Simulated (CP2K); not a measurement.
Two runs for the O K edge of butanone. Run A: CP2K XAS_TDP, all-electron GAPW, PBEh(45%), aug-cc-pVDZ, TDA, no relativity. Run B differs in one setting.

First lines with a strength over 0.0015. A:

| atom | energy (eV) | states | strength, one atom |
| --- | --- | --- | --- |
| O5 (bonded to C) | 526.50 | 1 | 0.0448 |
|  | 531.92 | 1 | 0.0017 |
|  | 533.15 | 1 | 0.0015 |
|  | 534.05 | 1 | 0.0023 |
|  | 534.19 | 1 | 0.0018 |

B:

| atom | energy (eV) | states | strength, one atom |
| --- | --- | --- | --- |
| O5 (bonded to C) | 528.87 | 1 | 0.0459 |
|  | 534.65 | 1 | 0.0027 |
|  | 536.58 | 1 | 0.0024 |
|  | 536.85 | 1 | 0.0025 |
|  | 537.32 | 1 | 0.0022 |

**Question.** Which was it: the functional, GW2X switched on, scalar relativity switched on, the basis?

The functional (functional from PBEh(45%) to BHandHLYP; the lines alone don't name the new value). A functional moves all lines by electronvolts and changes their spacings and strengths. Against PBEh(45%) in aug-cc-pVDZ, the leading line moves by +2.37 eV, to 528.87 eV. The next line of O5 over the strength cut lies 5.78 eV higher, against 5.42.

[Hosts, paths, dates, database ids (printed as entryN), source tags and the programs' standing remarks are cut or masked in the printed files.]
